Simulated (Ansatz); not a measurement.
In doubt: one-shot GW on d or f shells is unsure, so the values of those runs are not to be relied on.

Rb2CoAgF6 (Fm-3m), computed twice by G0W0.

```
Rb Co Ag F
1.0
     0.00000    4.30182    4.30182
     4.30182    0.00000    4.30182
     4.30182    4.30182    0.00000
Rb Co Ag F
2 1 1 6
Direct
  0.25000 0.25000 0.25000
  0.75000 0.75000 0.75000
  0.00000 0.00000 0.00000
  0.50000 0.50000 0.50000
  0.22035 0.22035 0.77965
  0.22035 0.77965 0.77965
  0.77965 0.77965 0.22035
  0.22035 0.77965 0.22035
  0.77965 0.22035 0.77965
  0.77965 0.22035 0.22035
```

The cell and positions are those that the Materials Project relaxed with its own functionals (PBE, PBE+U or r2SCAN), kept fixed.

The first (Ansatz 0.2.0; start PBE with 5 % exact exchange, 2×2×2 mesh, 664 empty bands, screening to 150 eV, PAW set soft_1 files; 1 × NVIDIA H100 80GB HBM3 (shared by 6 runs) with 2 threads of AMD EPYC 7R13 (Zen 3), shared host) gave, on its mesh: starting gap 1.81 eV, G0W0 gap 3.39 eV, RPA ε∞ (mean) 3.44, 37 s.

Q: The second changes start from PBE with 5 % exact exchange to PBE+U(Co-d,8). What does it give?

It gave: starting gap 2.07 eV, G0W0 gap 3.86 eV, RPA ε∞ (mean) 3.41, 14 s. The G0W0 gap moves by +0.47 eV, +0.26 eV from the start and +0.21 eV from the correction.

Limits: not at the basis limit; no spin polarisation; d shell near the gap, gap tends to lie low; d states lean on the start; no spin-orbit coupling; coarse k mesh.

[Paths, hosts, dates, memory and timing lines, banners, echoed tables and standing remarks are left out of the program output.]

[Logs are printed without paths, hosts, clocks, repeated set-up lines and the standing remarks that a program may print on its own settings, such as how far it seeks lower states.]

[Runs of the session that timed out or met a known fault of the program may be left out.]

[Cells called generated may have been cut or substituted from an entry of the Crystallography Open Database or the Materials Project.]

[Hosts, paths, dates, database ids (printed as entryN), source tags and the programs' standing remarks are cut or masked in the printed files.]
